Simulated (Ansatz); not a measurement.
**HfPbSO2 (built on the sites of a database entry of HfPbO3): phonons and vibrational spectra**

Aim: the phonons of HfPbSO2 (built on the sites of a database entry of HfPbO3) at a cell relaxed beforehand at this level. After the zone centre comes a 2×4×4 q mesh on a 6×8×8 k mesh.

Method: DFT PBEsol, scalar-relativistic, plane waves, PAW, in Ansatz 0.2.0.

The structure was built from a prototype and need not be the compound's stable phase.

## 1. Set-up

The structure is tetragonal, space group P4/mmm (No. 123). Conventional cell: a = 4.096 Å, b = 4.096 Å, c = 5.112 Å, α = 90.00°, β = 90.00°, γ = 90.00°. Nearest to Hf lie 4 O at 2.05 Å and 2 S at 2.56 Å. Nearest to Pb lie 4 S at 2.90 Å. Nearest to S lie 2 Hf at 2.56 Å and 4 Pb at 2.90 Å. O has 2 Hf at 2.05 Å nearest. Farther neighbours and most contacts between anions are not listed.

## 2. Linear response at the zone centre

The cell comes from relaxations at this level that are not shown. The zone centre comes first: it holds the modes that light can see, as far as symmetry allows. The response to a homogeneous field gives the Born charges and the dielectric tensor.

Contents of input.yaml:

```yaml
crystal:
  lattice:
    - [5.112178275, 0.0, 0.0]
    - [0.0, 4.0961772096, 0.0]
    - [0.0, 0.0, 4.0961772096]
  atoms:
    - { symbol: Hf, position: [0.5, 0.5, 0.5] }
    - { symbol: Pb, position: [0.0, 0.0, 0.0] }
    - { symbol: S, position: [0.0, 0.5, 0.5] }
    - { symbol: O, position: [0.5, 0.0, 0.5] }
    - { symbol: O, position: [0.5, 0.5, 0.0] }
kpoints:
  mp_grid: { grid: [6, 8, 8] }
hamiltonian:
  xc: pbesol
scf:
  occupations: { method: fixed }
output:
  eigenvalues: true
phonons:
  method: dfpt
  dielectric: true
  rigid_motions: translations
```

On the command line:

```bash
$ ansatz run input.yaml --threads 8 --pin off --max-ram 14336MiB --backend cpu --events-out ev --progress --plain --runs-dir out
```

Numbers of over 12 decimals in the logs are rounded to 6 here.

Log:

```text
Engine: ansatz 0.2.0, x86_64-unknown-linux-gnu
Pseudopotentials: kind: paw
Pseudopotential: Hf, paw, valence charge 26, recommended cutoff 420 eV (normal), Hf.paw.azcp
Pseudopotential: Pb, paw, valence charge 14, recommended cutoff 420 eV (normal), Pb.paw.azcp
Pseudopotential: S, paw, valence charge 6, recommended cutoff 420 eV (normal), S.paw.azcp
Pseudopotential: O, paw, valence charge 6, recommended cutoff 420 eV (normal), O.paw.azcp
Functional definition: PBEsol
  exchange = pbesol_x
  correlation = pbesol_c
Crystal: 5 atoms, lattice volume = 85.776 Å³
Basis set: ecut = 420 eV, 1673 PW (Γ), exchange–correlation on 72×60×60 points (8 copies of the dense FFT grid, shifted against one another)
Bands: 35, of which v1, the nominal top of the filled ones, is band 29 counted from 1 (28 counted from 0)
Symmetry: 16 space group operations
k-points: 196 of 384 (irreducible under 1 space group operation, time reversal used)
Non-local potential: Hf, projectors of the file, l = 0: 3, l = 1: 2, l = 2: 2, l = 3: 3
Non-local potential: Pb, projectors of the file, l = 0: 2, l = 1: 2, l = 2: 2, l = 3: 2
Non-local potential: S, projectors of the file, l = 0: 2, l = 1: 2, l = 2: 2
Non-local potential: O, projectors of the file, l = 0: 2, l = 1: 2, l = 2: 1
PAW form: soft (Blöchl's): semilocal exchange-correlation on the pseudo side does not see the compensation charge
PAW frozen core: Hf, regenerated for the run's functional, and the local potential with it (the file was generated under x = pbe(κ = 0.804, μ = 0.219515), c = pbe(β = 0.066725))
PAW frozen core: Pb, regenerated for the run's functional, and the local potential with it (the file was generated under x = pbe(κ = 0.804, μ = 0.219515), c = pbe(β = 0.066725))
PAW frozen core: S, regenerated for the run's functional, and the local potential with it (the file was generated under x = pbe(κ = 0.804, μ = 0.219515), c = pbe(β = 0.066725))
PAW frozen core: O, regenerated for the run's functional, and the local potential with it (the file was generated under x = pbe(κ = 0.804, μ = 0.219515), c = pbe(β = 0.066725))
PAW one-centre angular grid: Hf, 590 points (default); XC on 64 Gauss nodes
PAW one-centre angular grid: Pb, 590 points (default); XC on 64 Gauss nodes
PAW one-centre angular grid: S, 110 points (default); XC on 64 Gauss nodes
PAW one-centre angular grid: O, 110 points (default); XC on 64 Gauss nodes
Initial density: superposition of atomic densities (neutral atoms: chi_scale 0, normalization atom), corrected by the library's trained network
Initial wavefunctions: pseudopotential atomic-orbital guess
Functional: x = pbesol(κ = 0.804, μ = 0.123457), c = pbesol(β = 0.046)
SCF iter   1: F=—  HF=-29364.465976 eV  |F-HF|=—  |Δ(HF+E_count)|=         —  Δρ=1.18e-2  dr2=1.20e-1  ethr=1.77e-3  ⟨swp⟩=4.9  Hψ=23070  notcnv=0  defer=712
preconditioner: auto → Resta (q_TF=auto, 2.556 Å⁻¹)  ε∞=4.6  [insulator: Δε(μ)=1.240 eV  Ē_g=15.715 eV  n_scr=28 (ndim 8)  ℏωp=30.0 eV  f_vac=0.013  ε∞_Penn≈4.6]
SCF iter   2: F=—  HF=-29364.438392 eV  |F-HF|=—  |Δ(HF+E_count)|=   2.76e-2  Δρ=3.50e-3  dr2=1.75e-2  ethr=2.06e-4  ⟨swp⟩=2.0  Hψ=11940  notcnv=0  defer=773
SCF iter   3: F=—  HF=-29364.434635 eV  |F-HF|=—  |Δ(HF+E_count)|=   3.76e-3  Δρ=1.64e-3  dr2=4.25e-3  ethr=3.02e-5  ⟨swp⟩=2.0  Hψ=8647  notcnv=0  defer=777
SCF iter   4: F=—  HF=-29364.433527 eV  |F-HF|=—  |Δ(HF+E_count)|=   1.11e-3  Δρ=7.67e-4  dr2=1.15e-3  ethr=7.32e-6  ⟨swp⟩=2.2  Hψ=9344  notcnv=0  defer=781
SCF iter   5: F=—  HF=-29364.433126 eV  |F-HF|=—  |Δ(HF+E_count)|=   4.01e-4  Δρ=2.35e-4  dr2=1.44e-4  ethr=1.99e-6  ⟨swp⟩=2.0  Hψ=10182  notcnv=0  defer=771
SCF iter   6: F=—  HF=-29364.433054 eV  |F-HF|=—  |Δ(HF+E_count)|=   7.16e-5  Δρ=9.14e-5  dr2=1.26e-5  ethr=2.48e-7  ⟨swp⟩=2.1  Hψ=11954  notcnv=0  defer=540
SCF iter   7: F=—  HF=-29364.433055 eV  |F-HF|=—  |Δ(HF+E_count)|=   8.82e-7  Δρ=2.23e-5  dr2=7.76e-7  ethr=2.18e-8  ⟨swp⟩=2.0  Hψ=10817  notcnv=0  defer=337
SCF iter   8: F=—  HF=-29364.433055 eV  |F-HF|=—  |Δ(HF+E_count)|=   1.85e-7  Δρ=5.01e-6  dr2=2.69e-8  ethr=1.34e-9  ⟨swp⟩=2.0  Hψ=10240  notcnv=0  defer=335
SCF iter   9: F=—  HF=-29364.433056 eV  |F-HF|=—  |Δ(HF+E_count)|=   3.12e-8  Δρ=1.23e-6  dr2=1.20e-9  ethr=4.65e-11  ⟨swp⟩=2.0  Hψ=12156  notcnv=0  defer=335
SCF iter  10: F=—  HF=-29364.433056 eV  |F-HF|=—  |Δ(HF+E_count)|=  7.57e-10  Δρ=2.79e-7  dr2=4.40e-11  ethr=1.00e-12  ⟨swp⟩=10.9  Hψ=47356  notcnv=0
SCF iter  11: F=-29364.433056 eV  HF=-29364.433056 eV  |F-HF|=7.28e-12  |Δ(HF+E_count)|=  7.28e-12  Δρ=7.88e-8  dr2=4.18e-12  ethr=1.00e-12  ⟨swp⟩=5.7  Hψ=30669  notcnv=0
SCF 1 converged in 11 iterations: F = -29364.433056 eV  dr2 = 4.18e-12
  greatest PAW one-centre occupation: 0.999 electrons in one spin orbital (limit 2), on the Hf atom at site 0 (counted from 0), in its partial waves of l = 3
DFPT response loops at Γ: preconditioner auto → Resta (q_TF=auto, 2.556 Å⁻¹)  ε∞=6.7 (no band partly filled); β = 1.00, the filter's whole step (`scf.mixing.beta` (0.50) is not read by the response loops at its default; to damp them type it under 1.00, their step now; it binds the ground state too); Broyden in place of MSR1
── the response to a field inside a basis, on 8×10×10 k-points: an SCF that follows is theirs, and a resumed run solves both again ──
Bands: 30, of which v1, the nominal top of the filled ones, is band 29 counted from 1 (28 counted from 0)
k-points: 60
Initial density: handed on by an earlier stage of this run
Initial wavefunctions: pseudopotential atomic-orbital guess (no wavefunctions were taken with the density)
Eigensolver: Dense (60 Hₖ)
SCF iter   1: F=—  HF=-29364.416678 eV  |F-HF|=—  |Δ(HF+E_count)|=         —  Δρ=3.46e-4  dr2=1.98e-5  ethr=1.00e-1
preconditioner: auto → Resta (q_TF=auto, 2.556 Å⁻¹)  ε∞=5.6  [insulator: Δε(μ)=1.663 eV  Ē_g=13.983 eV  n_scr=28 (ndim 8)  ℏωp=30.0 eV  f_vac=0.010  ε∞_Penn≈5.6]
SCF iter   2: F=—  HF=-29364.416676 eV  |F-HF|=—  |Δ(HF+E_count)|=   2.26e-6  Δρ=1.66e-4  dr2=1.08e-5  ethr=3.42e-8
SCF iter   3: F=—  HF=-29364.416676 eV  |F-HF|=—  |Δ(HF+E_count)|=   3.17e-7  Δρ=8.58e-5  dr2=1.20e-6  ethr=1.87e-8
SCF iter   4: F=-29364.416676 eV  HF=-29364.416676 eV  |F-HF|=4.39e-9  |Δ(HF+E_count)|=   1.23e-7  Δρ=4.57e-6  dr2=1.46e-8  ethr=2.07e-9
SCF 1 converged in 4 iterations: F = -29364.416676 eV  dr2 = 1.46e-8
DFPT response loops at Γ: preconditioner auto → Resta (q_TF=auto, 2.556 Å⁻¹)  ε∞=6.0 (no band partly filled); β = 1.00, the filter's whole step (`scf.mixing.beta` (0.50) is not read by the response loops at its default; to damp them type it under 1.00, their step now; it binds the ground state too); Broyden in place of MSR1
WARN: field response: ε∞ stands inside a basis, on 8×10×10 points; the force constants stand on the 6×8×8 k-mesh, whose period is 10.24 times the interband length at k = (0.0000, 0.0000, -0.5000), direct gap 1.381 eV, under 14: take them and everything formed from them as unconverged, and compare with a denser kpoints.mp_grid
SCF converged after 11 iterations
Free energy (F): -29364.433056 eV
Harris-Foulkes:  -29364.433056 eV  (|F-HF|=7.28e-12)
Internal energy: -29364.433056 eV  (E = F + TS)
E sigma→0 (E₀):  -29364.433056 eV
Fermi energy:    10.665774 eV
--- Per-component energies (eV) ---
  E_band       = -150.014465
  E_kinetic    = 1162.935712
  E_local      = -8730.938529  (includes V_loc(G=0)·N_el)
  E_nonlocal   = -759.569225
  E_hartree    = 3918.180496
  E_xc         = -758.870202
  E_vxc        = -673.195908  (∫ρ·V_xc dr)
  E_paw        = -17948.407548  (= ΣΔE_a)
  E_vpaw       = 1014.387617  (= ΣTr[D̂ρ^β])
  E_aug_tail   = 0.004916  (compensation charges beyond the density's cutoff)
  E_ewald      = -6249.214409
  E_core_change = 1.445733  (= ΣΔE_core)
  E_smearing   = -0.000000  (= −TS)
  E_closure    = 0.000000  (closes the sum)
  Σ components = -29364.433056   (vs F -29364.433056, Δ=0.00e0)
--- Band table (eV; the first three rows and the last of 196) ---
  k-point 0: bands = [... 25 lower, 9.1767, 9.8798, 9.9152, 9.9152, 13.0211, 13.0211, 14.2504, 14.3141, ... 2 higher]
  k-point 1: bands = [... 25 lower, 9.0699, 9.5889, 9.7760, 9.7772, 13.0376, 13.3616, 14.2558, 14.6217, ... 2 higher]
  k-point 2: bands = [... 25 lower, 9.0655, 9.2669, 9.6099, 9.7097, 13.0784, 13.6851, 13.9847, 14.5438, ... 2 higher]
  k-point 195: bands = [... 25 lower, 6.6770, 9.2306, 9.2306, 10.5232, 14.3209, 16.2825, 16.2825, 16.7162, ... 2 higher]
--- Phonons (Γ-DFPT): 9 representative perturbations + reference, on 196 of 384 k-points (Σ response iterations 30) ---
  k mesh reduced under 1 symmetry operation, with k and −k counted as one. Each operation leaves every solved perturbation unchanged. A smaller set is not considered because the run solves the response to a homogeneous field
  ASR residual: 9.061e-5 → 0.000e0 eV/Å²; symmetrization residual: 1.481e-5 eV/Å²
  ASR residual per site (eV/Å²): 3.77e-5 3.11e-5 2.31e-5 9.06e-5 9.06e-5
  Γ frequencies (cm⁻¹): -170.24 -121.01 -10.72 -10.72 0.00 0.00 0.00 118.17 118.17 127.01 166.52 166.52 342.49 489.61 489.61
  ε∞ (high-frequency dielectric tensor):
        7.059766     0.000000     0.000000
        0.000000    10.885224     0.000000
        0.000000     0.000000    10.885224
  softest optical mode at Γ: -170.24 cm⁻¹; the repairs (sum rule, projections) moved no ω² at Γ by more than (2.31 cm⁻¹)²
  Born effective charges Z* (e; rows j = field, columns β = displacement):
    site 0:
         5.06267    0.00000    0.00000
         0.00000    6.47738    0.00000
         0.00000    0.00000    6.47738
    site 1:
         2.90552   -0.00000    0.00000
        -0.00000    5.13537    0.00000
         0.00000    0.00000    5.13537
    site 2:
        -3.25548   -0.00000    0.00000
         0.00000   -3.94946    0.00000
         0.00000    0.00000   -3.94946
    site 3:
        -2.35635    0.00000    0.00000
         0.00000   -5.91577    0.00000
         0.00000    0.00000   -1.74752
    site 4:
        -2.35635   -0.00000    0.00000
        -0.00000   -1.74752    0.00000
         0.00000    0.00000   -5.91577
  Z* charge neutrality: 4.456e-3 e pre-enforcement
  solved inside a basis spanned on kpoints, on 8×10×10 k-points transformed towards the longest dipole: ε∞ is read to err by 4.0e-2, Z* by 4.0e-2 e (field_mesh: kpoints solves on kpoints); Z* is corrected for what the basis lacks
  optical modes at Γ without the LO–TO term, one row a degenerate level:
      ω (cm⁻¹)  modes    IR ((D/Å)²/amu)
       -170.24      1             0.0000
       -121.01      1            13.8828
        -10.72      2             9.2316
        118.17      2            64.8449
        127.01      1            11.6749
        166.52      2             1.8199
        342.49      1             2.3351
        489.61      2            73.0099
  optical modes at Γ + LO–TO along q̂ = [1.0000, 0.0000, 0.0000]:
      ω (cm⁻¹)  modes    IR ((D/Å)²/amu)
       -170.24      1             0.0000
        -26.74      1             0.7143
        -10.72      2             9.2316
        118.17      2            64.8449
        166.52      2             1.8199
        277.90      1            12.9465
        374.86      1            14.2320
        489.61      2            73.0099
  optical modes at Γ + LO–TO along q̂ = [0.0000, 1.0000, 0.0000]:
      ω (cm⁻¹)  modes    IR ((D/Å)²/amu)
       -170.24      1             0.0000
       -121.01      1            13.8828
        -10.72      1             4.6158
         36.49      1             0.0794
        118.17      1            32.4225
        127.01      1            11.6749
[...]
optical modes at Γ + LO–TO along q̂ = [0.0000, 0.0000, 1.0000]:
      ω (cm⁻¹)  modes    IR ((D/Å)²/amu)
       -170.24      1             0.0000
       -121.01      1            13.8828
        -10.72      1             4.6158
         36.49      1             0.0794
        118.17      1            32.4225
        127.01      1            11.6749
        165.15      1             0.0420
        166.52      1             0.9100
        266.50      1            15.1615
        342.49      1             2.3351
        489.61      1            36.5049
        593.08      1            59.1702
```

Wall time 44 s (8 threads of AMD EPYC 9R45, shared host); peak memory 2.7 GiB.

The column dr2 measures how far the density is from self-consistency, as an energy; F and HF (Harris–Foulkes) agree once it is small.

This step gave:

- gap on the k-mesh: 1.335 eV
- volume per atom: 17.16 Å³
- sum-rule residual before enforcement: 9.06e-5 eV/Å²
- miss of the charge sum rule: 0.004456 e
- estimated error of the dielectric tensor: 0.04046
- estimated error of the Born charges: 0.03976 e
- point group: 4/mmm
- highest optical mode at the zone centre (no LO-TO term): 489.6 cm⁻¹
- lowest optical zone-centre mode: -170.2 cm⁻¹
- mean high-frequency dielectric constant: 9.610
- largest Born charge (third of the trace): 6.006 e
- top of the zone-centre spectrum with the field: 593.1 cm⁻¹

Without the LO-TO term. Patterns of degenerate modes are one choice out of their space. Modes at Γ, with each element's share of the kinetic energy (negative means imaginary):

| mode | frequency (cm⁻¹) | symmetry | Hf % | Pb % | S % | O % |
| --- | --- | --- | --- | --- | --- | --- |
| 1 | -170.2 | B2u | 0 | 0 | 0 | 100 |
| 2 | -121.0 | A2u | 6 | 38 | 9 | 47 |
| 3 | -10.7 | Eu | 32 | 47 | 0 | 21 |
| 4 | -10.7 | Eu | 32 | 47 | 0 | 21 |
| 5 | 0.0 | acoustic | 40 | 46 | 7 | 7 |
| 6 | 0.0 | acoustic | 40 | 46 | 7 | 7 |
| 7 | 0.0 | acoustic | 40 | 46 | 7 | 7 |
| 8 | 118.2 | Eu | 18 | 1 | 61 | 20 |
| 9 | 118.2 | Eu | 18 | 1 | 61 | 20 |
| 10 | 127.0 | A2u | 50 | 16 | 0 | 34 |
| 11 | 166.5 | Eu | 9 | 6 | 31 | 54 |
| 12 | 166.5 | Eu | 9 | 6 | 31 | 54 |
| 13 | 342.5 | A2u | 5 | 0 | 83 | 12 |
| 14 | 489.6 | Eu | 2 | 0 | 1 | 97 |
| 15 | 489.6 | Eu | 2 | 0 | 1 | 97 |

Displacements in mode 1 (-170.2 cm⁻¹), the largest set to 1:
```
Hf1  0.00  0.00  0.00
Pb2  0.00  0.00  0.00
S3   0.00  0.00  0.00
O4   1.00  0.00  0.00
O5  -1.00  0.00  0.00
```

Displacements in mode 14 (489.6 cm⁻¹), the largest set to 1:
```
Hf1  0.00  0.00 -0.04
Pb2  0.00  0.00  0.00
S3   0.00  0.00 -0.07
O4   0.00  0.01 -0.33
O5   0.00  0.00  1.00
```

Optical modes at the zone centre, without and with the macroscopic field of the longitudinal modes; each column is sorted by frequency, so a row need not hold one and the same mode. Modes with and without the field, by row:

```
rank among optical modes  no field (cm⁻¹)  q along (1, 0, 0) (cm⁻¹)  q along (0, 1, 0) (cm⁻¹)
                       1           -170.2                    -170.2                    -170.2
                       2             -121                     -26.7                      -121
                       3            -10.7                     -10.7                     -10.7
                       4            -10.7                     -10.7                      36.5
                       5            118.2                     118.2                     118.2
                       6            118.2                     118.2                       127
                       7              127                     166.5                     165.2
                       8            166.5                     166.5                     166.5
                       9            166.5                     277.9                     266.5
                      10            342.5                     374.9                     342.5
                      11            489.6                     489.6                     489.6
                      12            489.6                     489.6                     593.1
```

Born charge (rows field, columns displacement) (e), principal values of the symmetric part by kind of site:

| atom | atoms with these values | low | middle | high | mean |
| --- | --- | --- | --- | --- | --- |
| Hf1 | 1 | 5.06 | 6.48 | 6.48 | 6.01 |
| Pb2 | 1 | 2.91 | 5.14 | 5.14 | 4.39 |
| S3 | 1 | -3.95 | -3.95 | -3.26 | -3.72 |
| O4 | 2 | -5.92 | -2.36 | -1.75 | -3.34 |

In full for Pb2:

```
2.91 0.00 0.00
0.00 5.14 0.00
0.00 0.00 5.14
```

High-frequency dielectric tensor:

```
 7.06  0.00  0.00
 0.00 10.89  0.00
 0.00  0.00 10.89
```

Transverse modes; imaginary modes are left out. Infrared lines, with heights relative to the strongest:

| position (cm⁻¹) | label | relative intensity |
| --- | --- | --- |
| 118 | Eu | 89 |
| 127 | A2u | 16 |
| 166 | Eu | 2.5 |
| 342 | A2u | 3.2 |
| 490 | Eu | 100 |

Before it was imposed, the acoustic sum rule was missed by 9.1e-5 eV/Å² and the charge sum rule by 0.0045 e. Small misses are needed for a sound result but don't prove that mesh and cutoff are converged. The lowest optical mode is imaginary, 170.2i cm⁻¹, so the energy falls along it.

The log warns of the k mesh: “the force constants stand on the 6×8×8 k-mesh, whose period is 10.24 times the interband length at k = (0.0000, 0.0000, -0.5000), direct gap 1.381 eV, under 14: take them and everything formed from them as unconverged”.

[end of part 1 of 2]

[Logs are printed without paths, hosts, clocks, repeated set-up lines and the standing remarks that a program may print on its own settings, such as how far it seeks lower states.]

[Hosts, paths, dates, database ids (printed as entryN), source tags and the programs' standing remarks are cut or masked in the printed files.]
